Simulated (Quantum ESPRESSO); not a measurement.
NdS2 (P4/nmm) has these S sites:
A. atom 3: 1 Nd at 2.92 Å and 4 Nd at 2.94 Å (5-fold, site symmetry 4mm), then 4 S at 3.55 Å and 4 S at 3.59 Å
B. atom 5: 4 S at 2.84 Å and 4 Nd at 2.98 Å (8-fold, site symmetry -4m2), then 4 S at 3.55 Å and 4 S at 4.02 Å

Their S K edges were computed (Quantum ESPRESSO XSpectra, LDA, excited-electron core hole (neutral cell), 12-atom cell with 5.7 Å between holes, 6×6×6 k points, dipole transitions, Lorentzian half width 0.3 eV up to 4 eV, rising linearly to 2.5 eV at 25 eV, without spin-orbit coupling) and are given in random order.

On one photon-energy scale, from the lowest onset; each scaled to a mean of 1 over its first 20 eV.

```csv
E (eV),spectrum 1,spectrum 2
-2.0,0.07,0.03
-1.5,0.11,0.04
-1.0,0.20,0.05
-0.5,0.52,0.07
0.0,1.71,0.13
0.5,1.23,0.22
1.0,0.63,0.30
1.5,0.44,0.47
2.0,0.43,0.98
2.5,0.55,1.15
3.0,0.78,1.42
3.5,1.19,1.94
4.0,1.58,2.03
4.5,1.50,1.40
5.0,1.16,1.03
5.5,0.77,0.84
6.0,0.58,0.77
6.5,0.52,0.81
7.0,0.58,0.99
7.5,0.72,1.12
8.0,0.86,1.19
8.5,0.96,1.23
9.0,1.05,1.25
9.5,1.16,1.23
10.0,1.23,1.14
10.5,1.25,1.05
11.0,1.24,1.00
11.5,1.21,0.94
12.0,1.14,0.88
12.5,1.05,0.82
13.0,0.99,0.78
13.5,0.96,0.78
14.0,0.97,0.79
14.5,1.01,0.83
15.0,1.06,0.88
15.5,1.09,0.93
16.0,1.11,0.98
16.5,1.11,1.01
17.0,1.09,1.03
17.5,1.07,1.04
18.0,1.05,1.04
18.5,1.03,1.03
19.0,1.02,1.02
19.5,1.01,1.00
20.0,1.01,0.98
20.5,1.00,0.96
21.0,1.00,0.93
21.5,1.01,0.91
22.0,1.01,0.89
22.5,1.02,0.88
23.0,1.02,0.87
23.5,1.03,0.88
24.0,1.03,0.88
24.5,1.04,0.89
25.0,1.05,0.89
25.5,1.06,0.90
26.0,1.07,0.90
26.5,1.08,0.89
27.0,1.08,0.89
27.5,1.09,0.89
28.0,1.09,0.88
28.5,1.09,0.88
29.0,1.08,0.87
29.5,1.08,0.86
30.0,1.06,0.86
30.5,1.06,0.86
31.0,1.05,0.87
31.5,1.05,0.88
32.0,1.05,0.90
```

Q: Which spectrum belongs to which site?

Spectrum 1 is B (onset at +0.00 eV, maxima 0.1 eV (2.11), 4.2 eV (1.63) and 10.7 eV (1.25) above its own zero). Spectrum 2 is A (onset at +0.12 eV, maxima 3.8 eV (2.08), 9.0 eV (1.26) and 17.5 eV (1.04) above its own zero).

[Banner, clock and machine lines of the logs are left out without a mark of their own.]

[Logs are printed without paths, hosts, clocks, repeated set-up lines and the standing remarks that a program may print on its own settings, such as how far it seeks lower states.]

[Hosts, paths, dates, database ids (printed as entryN), source tags and the programs' standing remarks are cut or masked in the printed files.]

[Lists of maxima count a maximum above −3 eV only where it reaches 4 % of the highest in the window and stands out from its surroundings by 2 % of it (1.5 % where it reaches 55 %); shoulders and weaker maxima are passed over, and of the rest the first, up to two pre-edge ones and the few strongest are named.]
